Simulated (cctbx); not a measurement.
# Zn14BiPd: precision against data quality

Space group P-6m2 (no. 187), a = 5.5680 Å, b = 5.5680 Å, c = 9.2290 Å, α = 90.00°, β = 90.00°, γ = 120.00°.

```
atom  mult.       x       y       z  Ueq (Å²)
 Bi1      1       0       0     1/2    0.0143
 Pd1      1       0       0       0    0.0150
 Zn1      2     2/3     1/3  0.7510    0.0201
 Zn2      6  0.6783  0.8391  0.7685    0.0207
 Zn3      3  0.5024  0.4976     1/2    0.0150
 Zn4      3  0.5028  0.4972       0    0.0141
```

This is a model crystal, built by substitution and not relaxed, with assumed displacement parameters.

Five simulated data sets (cctbx; Ag Kα, λ = 0.56087 Å; 4 % proportional error) differ in resolution or exposure (noise floor 15 counts in the first three, 8 in the last two). Each is refined with the right model, isotropic at 1.1 Å and anisotropic otherwise. How do the figures of merit and the uncertainties move?

```
d min (Å)  top counts  ⟨I/σ⟩ (unmerged, absences included)  unique  param. (scale apart)   Rint      R1  GooF  largest s.u. xyz (fractional)  s.u. U of Zn1 (Å²)  largest error (Å)
      1.1       20000                                  9.8     104                    11  0.037  0.0162  1.14                        0.00083              0.0011             0.0083
     0.84       20000                                  8.2     211                    21  0.041  0.0161  0.90                        0.00081              0.0010             0.0111
      0.6       20000                                  5.4     526                    21  0.064  0.0249  0.97                        0.00063              0.0007             0.0057
     0.75         300                                  0.6     287                    21  0.553  0.1043  0.98                        0.02411              0.0207             0.0526
     0.75        3000                                  3.1     287                    21  0.119  0.0451  0.98                        0.00240              0.0026             0.0129
```

The number of reflections grows roughly as 1/d³: 104, 211 and 526 here. R1 follows the noise rather than the truth: at 300 counts it is 0.1043, at 3000 counts 0.0451, while GooF is 0.98 and 0.98: the weights 1/σ² carry the noise. The s.u. of U (U11 where anisotropic) for Zn1 goes 0.0011, 0.0010, 0.0007 Å² with resolution and 0.0207, 0.0026 Å² with exposure.

Hardware for the 0.6 Å refinement: 0.45 s on 1 thread of Arm Neoverse V2, with other jobs on the host, peak memory 0.09 GiB.

[Logs are printed without paths, hosts, clocks, repeated set-up lines and the standing remarks that a program may print on its own settings, such as how far it seeks lower states.]
